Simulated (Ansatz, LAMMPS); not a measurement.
# Structural relaxation of a frame of liquid acetonitrile from 293 K (102 atoms)

Aim: bring a frame of liquid acetonitrile from 293 K (102 atoms) to a nearby minimum of the energy and see what moves.

Calculated with Ansatz 0.2.0; Kohn-Sham DFT, r2SCAN+D3(BJ), PAW (set soft_2), plane waves.

## (1) The starting structure

The cell holds 102 atoms: 34 C, 17 N and 51 H. Cell: a = 11.382 Å, b = 11.382 Å, c = 11.382 Å, α = 90.0°, β = 90.0°, γ = 90.0°. 17 acetonitrile placed at random, at 0.786 g/cm³; overlaps pushed apart, then 10 ps at 393 K with MMFF94 bonds, angles, torsions, charges and radii (Halgren, J. Comput. Chem. 17, 490 (1996)) in harmonic and 12-6 forms. Snapshot after 20 ps at 293 K and fixed volume.

Before any run, some limits are plain. The network of contacts between molecules at the start is that of the classical potential that made the cell. The density was typed from a rule of thumb and may lie off the real one at this temperature. Only the Γ point is sampled, in a cell whose shortest periodic width is 11 Å.

## (2) Single point at the start

The forces at the start show how far the geometry lies from a minimum of this functional.

The input, input.yaml:

```yaml
crystal:
  lattice:
    - [11.38169, 0.0, 0.0]
    - [0.0, 11.38169, 0.0]
    - [0.0, 0.0, 11.38169]
  atoms:
    - { symbol: C, position: [0.82452, 0.47479, 0.30368] }
    - { symbol: C, position: [0.76767, 0.49946, 0.19085] }
    - { symbol: "N", position: [0.72645, 0.50435, 0.09655] }
    - { symbol: H, position: [0.79747, 0.40018, 0.35433] }
    [... 92 atom lines left out ...]
    - { symbol: C, position: [0.24658, 0.81436, 0.39602] }
    - { symbol: C, position: [0.13881, 0.74798, 0.38241] }
    - { symbol: "N", position: [0.05338, 0.69723, 0.36271] }
    - { symbol: H, position: [0.24169, 0.89982, 0.34901] }
    - { symbol: H, position: [0.32306, 0.76806, 0.36818] }
    - { symbol: H, position: [0.26618, 0.83668, 0.48862] }
kpoints:
  mp_grid: { grid: [1, 1, 1] }
hamiltonian:
  xc: r2scan
  dispersion: d3bj
scf:
  occupations: { method: fixed }
output:
  forces: true
  stress: true
  populations: true
  dos:
    method: { smearing: { sigma: 0.1 } }
    de: 0.1
    projected: { site_lists: { C: [C], H: [H], "N": ["N"] } }
  eigenvalues: true
```

Started as:

```console
> ansatz run input.yaml --threads 4 --pin off --max-ram 8192MiB --backend cpu --events-out ev --progress --plain --runs-dir out
```

It took 35 s on 4 threads of Intel Xeon Platinum 8488C (Sapphire Rapids), shared host; peak memory 4 GiB; 2.2 min of CPU time.

Notices of the run: dispersion damping borrowed.

Numbers from this run:

* free energy: -15908.9600 eV
* free energy per atom: -155.9702 eV/atom
* SCF cycles: 11
* pressure: -0.9394 GPa
* r.m.s. force component: 0.926 eV/Å
* longest force: 5.171 eV/Å
* Fermi energy: -3.803 eV
* gap (highest filled to lowest empty level): 6.334 eV
* spilling of the projection: 0.0162

The r.m.s. force component of 0.93 eV/Å and the pressure of -0.94 GPa set the starting point.

Neighbours are counted within 1.34 Å (H-C), 1.85 Å (C-C), 1.62 Å (C-N).

Length of the force by element and coordination:

| element | coordination | atoms | mean length of the force (eV/Å) | spread | least | most |
| --- | --- | --- | --- | --- | --- | --- |
| C | all | 34 | 1.78 | 0.923 | 0.328 | 5.17 |
| C | 2 | 17 | 1.82 | 1.16 | 0.328 | 5.17 |
| C | 4 | 17 | 1.74 | 0.598 | 0.558 | 2.71 |
| H | all | 51 | 1.12 | 0.566 | 0.276 | 2.62 |
| N | all | 17 | 1.43 | 0.796 | 0.236 | 2.93 |

## (3) Relaxation

With the cell held, the atoms are moved downhill towards a nearby minimum.

input.yaml, the sections that differ from step 2:

```yaml
output:
  forces: true
relax:
  f_tol: 0.05
  max_steps: 200
# crystal, kpoints, hamiltonian, scf: as in step 2
```

Elapsed: 11 min, on 4 threads; peak memory 4 GiB.

Relaxation path (22 of 32):

| step | energy less that of the first step (eV) | largest force component (eV/Å) |
| --- | --- | --- |
| 1 | 0.0000 | 3.8850 |
| 2 | -2.5654 | 0.9084 |
| 4 | -3.3137 | 0.5084 |
| 5 | -3.4548 | 0.6191 |
| 7 | -3.6093 | 0.6803 |
| 8 | -3.6702 | 0.8869 |
| 10 | -3.7407 | 0.5982 |
| 11 | -3.7579 | 0.0476 |
| 13 | -3.7764 | 0.4789 |
| 14 | -3.7888 | 0.3648 |
| 16 | -3.8070 | 0.0129 |
| 17 | -3.8152 | 0.2746 |
| 19 | -3.8339 | 0.2468 |
| 20 | -3.8422 | 0.3000 |
| 22 | -3.8659 | 0.0117 |
| 23 | -3.8659 | 0.0127 |
| 25 | -3.8831 | 0.4832 |
| 26 | -3.8912 | 0.3594 |
| 28 | -3.9220 | 0.2288 |
| 29 | -3.9271 | 0.3883 |
| 31 | -3.9444 | 0.0346 |
| 32 | -3.9444 | 0.0343 |

Relaxation step 10 was tried and not accepted.

The atoms that moved most (Å):

| atom | dx | dy | dz | length |
| --- | --- | --- | --- | --- |
| H16 | 2.011 | -0.876 | 0.006 | 2.194 |
| N81 | -0.286 | -0.430 | 1.828 | 1.900 |
| H6 | -0.358 | 1.525 | 0.363 | 1.608 |
| H12 | 0.570 | 1.335 | 0.368 | 1.497 |
| H17 | 0.861 | -0.084 | -1.087 | 1.389 |
| H100 | -0.210 | -0.562 | -1.201 | 1.342 |
| N51 | 0.058 | -1.070 | -0.585 | 1.220 |
| H4 | 1.011 | 0.472 | -0.457 | 1.205 |

The relaxation changed the energy by -38.7 meV/atom, and atoms moved by 0.82 Å r.m.s., 2.2 Å at most.

## (4) Distances and neighbours after relaxation

Bonds before and after, by the cutoffs listed below:

```csv
pair,bonds before,bonds after,mean before (Å),mean after (Å),spread before (Å),spread after (Å)
H-C,51,51,1.090,1.090,0.032,0.001
C-C,17,17,1.446,1.445,0.021,0.001
C-N,17,17,1.163,1.154,0.011,0.001
```

Density 0.786 g/cm³, 14.46 Å³ an atom.

Pair distribution functions g(r), in bins of 0.2 Å:

```
r (Å)  total   H-H    H-C   H-N   C-C    C-N   N-N
 1.00   4.97  0.00  14.95  0.00  0.00   0.00  0.00
 1.20   1.39  0.00   0.00  0.00  0.00  12.50  0.00
 1.40   0.94  0.00   0.00  0.00  8.50   0.00  0.00
 1.60   0.00  0.00   0.00  0.00  0.00   0.00  0.00
 1.80   1.82  7.30   0.00  0.00  0.00   0.00  0.00
 2.00   1.33  0.00   4.00  0.00  0.00   0.00  0.00
 2.20   0.00  0.00   0.00  0.00  0.00   0.00  0.00
 2.40   0.11  0.00   0.00  0.67  0.00   0.00  0.00
 2.60   0.64  0.13   0.00  1.93  0.00   2.58  0.00
 2.80   0.45  0.69   0.08  1.48  0.00   0.00  0.00
 3.00   0.54  0.70   0.41  1.35  0.00   0.00  0.00
 3.20   1.22  0.66   1.00  4.30  0.00   0.09  0.00
 3.40   0.99  0.77   1.17  0.59  0.61   2.16  0.00
 3.60   1.25  0.98   0.98  1.10  0.54   3.86  0.00
 3.80   1.05  0.68   1.17  0.65  1.47   1.48  1.94
 4.00   1.08  0.85   0.76  1.81  1.52   0.77  2.31
 4.20   1.07  1.06   1.10  1.19  1.50   0.40  1.16
 4.40   1.05  1.03   1.08  1.01  1.30   0.68  1.45
 4.60   1.05  1.07   1.23  0.86  1.38   0.53  0.77
 4.80   1.14  1.31   1.35  0.68  1.19   0.84  0.87
 5.00   1.06  0.91   1.19  0.40  1.86   0.97  1.79
 5.20   0.90  1.24   0.84  0.50  1.17   0.68  0.75
 5.40   1.08  1.29   1.27  0.76  0.86   0.62  1.67
 5.60   0.95  1.08   0.88  0.88  0.95   1.04  0.65
```

Bonds by pair of elements; cutoffs follow the first minimum of g(r), held within bounds set by covalent radii, and pairs that aren't listed don't count as bonded:

```csv
pair A-B,cutoff (Å),bonds,mean length (Å),spread (Å),shortest (Å),B about A,A about B
H-C,1.34,51,1.09,0.001,1.09,1,1.5
C-C,1.82,17,1.45,0.001,1.44,1,1
C-N,1.62,17,1.15,0.001,1.15,0.5,1
```

How many atoms have how many bonded neighbours:

```
element  mean   1   2   4
      C     3   0  17  17
      H     1  51   0   0
      N     1  17   0   0
```

Bond angles, per cent of each kind in bins of 5°:

| angle (°) | C-C-H | H-C-H | C-C-N |
| --- | --- | --- | --- |
| 105–110 | 72.5 | 88.2 | 0.0 |
| 110–115 | 27.5 | 11.8 | 0.0 |
| 115–120 | 0.0 | 0.0 | 0.0 |
| 120–125 | 0.0 | 0.0 | 0.0 |
| 125–130 | 0.0 | 0.0 | 0.0 |
| 130–135 | 0.0 | 0.0 | 0.0 |
| 135–140 | 0.0 | 0.0 | 0.0 |
| 140–145 | 0.0 | 0.0 | 0.0 |
| 145–150 | 0.0 | 0.0 | 0.0 |
| 150–155 | 0.0 | 0.0 | 0.0 |
| 155–160 | 0.0 | 0.0 | 0.0 |
| 160–165 | 0.0 | 0.0 | 0.0 |
| 165–170 | 0.0 | 0.0 | 0.0 |
| 170–175 | 0.0 | 0.0 | 0.0 |
| 175–180 | 0.0 | 0.0 | 100.0 |

Bond angles (no mean is given where the spread exceeds 20°):

```
angle  count  mean (°)  spread (°)
C-C-H     51       110         0.5
H-C-H     51       109         0.6
C-C-N     17       180         0.2
```

Bond length by coordination (bonds to H left out):

```
element  coordination  atoms  mean bond length (Å)
      C             2     17                   1.3
      C             4     17                  1.45
```

Counting bonds as in the table, 50 % of C atoms have 2 and as many 4, all H atoms have 1 and all N atoms have 1 bonded neighbour. The C-C-H angle averages 110° with a spread of 0.5°.

## (5) Single point at the relaxed geometry

One more single point at the end of the walk gives the fuller output and checks the residual forces.

The input, input.yaml:

```yaml
crystal:
  lattice:
    - [11.38169, 0.0, 0.0]
    - [0.0, 11.38169, 0.0]
    - [0.0, 0.0, 11.38169]
  atoms:
    - { symbol: C, position: [0.83185, 0.52045, 0.31024] }
    - { symbol: C, position: [0.77853, 0.53037, 0.19545] }
    - { symbol: "N", position: [0.73666, 0.5377, 0.1034] }
    - { symbol: H, position: [0.88626, 0.44165, 0.3142] }
    [... 92 atom lines left out ...]
    - { symbol: C, position: [0.22782, 0.80213, 0.326] }
    - { symbol: C, position: [0.111, 0.77842, 0.36974] }
    - { symbol: "N", position: [0.01801, 0.75904, 0.40517] }
    - { symbol: H, position: [0.22321, 0.85048, 0.24348] }
    - { symbol: H, position: [0.27239, 0.7192, 0.3087] }
    - { symbol: H, position: [0.27811, 0.85275, 0.39009] }
kpoints:
  mp_grid: { grid: [1, 1, 1] }
hamiltonian:
  xc: r2scan
  dispersion: d3bj
scf:
  occupations: { method: fixed }
output:
  forces: true
  stress: true
  populations: true
  dos:
    method: { smearing: { sigma: 0.15 } }
    de: 0.1
    projected: { site_lists: { C: [C], H: [H], "N": ["N"] } }
  eigenvalues: true
  write_density: true
  write_potential: true
  volumetric_format: npy
  elf: true
```

Elapsed: 35 s, on 4 threads; peak memory 4 GiB; 2.2 min of CPU time.

The program notes that the exchange-correlation potential is rough where the density is thin.

Numbers from this run:

```
free energy                                      : -15912.9044 eV
free energy per atom                             : -156.0089 eV/atom
SCF cycles                                       : 10
pressure                                         : -0.4411 GPa
r.m.s. force component                           : 0.00502 eV/Å
longest force                                    : 0.04343 eV/Å
Fermi energy                                     : -4.266 eV
gap (highest filled to lowest empty level) : 7.134 eV
spilling of the projection                       : 0.01639
```

Löwdin charges by element and coordination (they lack the spilled electrons, 0.044 e an atom on average):

```
element  coordination  atoms  mean charge (e)  spread   least    most
      C           all     34           -0.118   0.370  -0.495   0.265
      C             2     17            0.252  0.0068   0.236   0.265
      C             4     17           -0.488  0.0042  -0.495  -0.480
      H           all     51            0.251  0.0052   0.241   0.262
      N           all     17           -0.256  0.0075  -0.270  -0.246
```

States in the cell by windows of 1 eV, zero at the Fermi level; the larger projections on atomic orbitals stand beside the total:

| from (eV) | to (eV) | total | C p | N p | H s | N s | C s |
| --- | --- | --- | --- | --- | --- | --- | --- |
| -17 | -16 | 3.9 | 0.5 | 0.4 | 0.1 | 1.6 | 1.2 |
| -16 | -15 | 30.1 | 4.1 | 3.2 | 0.4 | 12.6 | 9.4 |
| -15 | -13 | 0.0 | 0.0 | 0.0 | 0.0 | 0.0 | 0.0 |
| -13 | -12 | 11.5 | 2.8 | 0.0 | 2.6 | 0.4 | 5.6 |
| -12 | -11 | 22.5 | 5.5 | 0.0 | 5.1 | 0.7 | 10.8 |
| -11 | -6 | 0.0 | 0.0 | 0.0 | 0.0 | 0.0 | 0.0 |
| -6 | -5 | 9.6 | 5.4 | 0.3 | 1.7 | 0.4 | 1.7 |
| -5 | -4 | 24.6 | 13.9 | 0.6 | 4.3 | 1.0 | 4.4 |
| -4 | -3 | 66.3 | 43.6 | 3.4 | 17.5 | 0.1 | 0.1 |
| -3 | -2 | 1.4 | 0.9 | 0.0 | 0.4 | 0.0 | 0.0 |
| -2 | -1 | 30.8 | 3.3 | 18.8 | 0.3 | 7.6 | 0.2 |
| -1 | 0 | 66.0 | 24.5 | 34.5 | 5.3 | 1.2 | 0.1 |
| 0 | 1 | 5.2 | 2.0 | 2.7 | 0.4 | 0.0 | 0.0 |
| 1 | 5 | 0.0 | 0.0 | 0.0 | 0.0 | 0.0 | 0.0 |

With fixed occupations the program's Fermi level is the highest filled level; weight inside the gap is the broadening of levels at its edges.

The levels nearest the highest filled one (over half full), pooled over k-points and spins:

```
level less the highest filled one (eV)  occupation
                                -0.144           2
                                -0.119           2
                               -0.0873           2
                               -0.0727           2
                               -0.0564           2
                                     0           2
                                  7.13           0
                                  7.46           0
                                  7.54           0
                                  7.58           0
                                  7.61           0
                                  7.63           0
```

Mean Löwdin charges: C -0.12, H +0.25, N -0.26 e (they miss 1.6 % of the electrons, so they add up to more than the cell's charge).

## (6) What came out

- energy change in the relaxation: -38.67 meV/atom
- r.m.s. displacement: 0.817 Å
- largest displacement: 2.194 Å
- free energy per atom: -156.0089 eV/atom
- pressure: -0.4411 GPa
- r.m.s. force component: 0.00502 eV/Å
- gap (highest filled to lowest empty level): 7.134 eV
- wall time of the 3 DFT runs: 12 min

In words: Relaxation lowers the energy by 38.7 meV/atom and moves atoms by 0.82 Å r.m.s.; the r.m.s. force component goes from 0.93 to 0.0050 eV/Å, the pressure goes from -0.94 to -0.44 GPa, and the gap from 6.33 to 7.13 eV. By the final cutoffs no bond was broken or made. First to last step the energy falls by 3.944 eV; the largest move, 2.19 Å, is that of H16. The C-N bonds change most in mean length: from 1.163 Å (spread 0.011) to 1.154 Å (spread 0.001). Counting bonds as in the table, 50 % of C atoms have 2 and as many 4, all H atoms have 1 and all N atoms have 1 bonded neighbour. Between filled and empty levels lie 7.13 eV (at Γ alone); a semilocal functional tends to put such gaps too low. In a disordered cell it changes from sample to sample and from frame to frame.

What to keep in mind: The network of contacts between molecules at the start is that of the classical potential that made the cell; in DFT atoms moved by 0.82 Å r.m.s.

[Logs are printed without paths, hosts, clocks, repeated set-up lines and the standing remarks that a program may print on its own settings, such as how far it seeks lower states.]

[Hosts, paths, dates, database ids (printed as entryN), source tags and the programs' standing remarks are cut or masked in the printed files.]

[The MMFF94 radii named for the starting cell were scaled by 0.96; in molecules described by MMFF94, hydrogen bound to N, O or S took a small fixed 12-6 site in their place.]
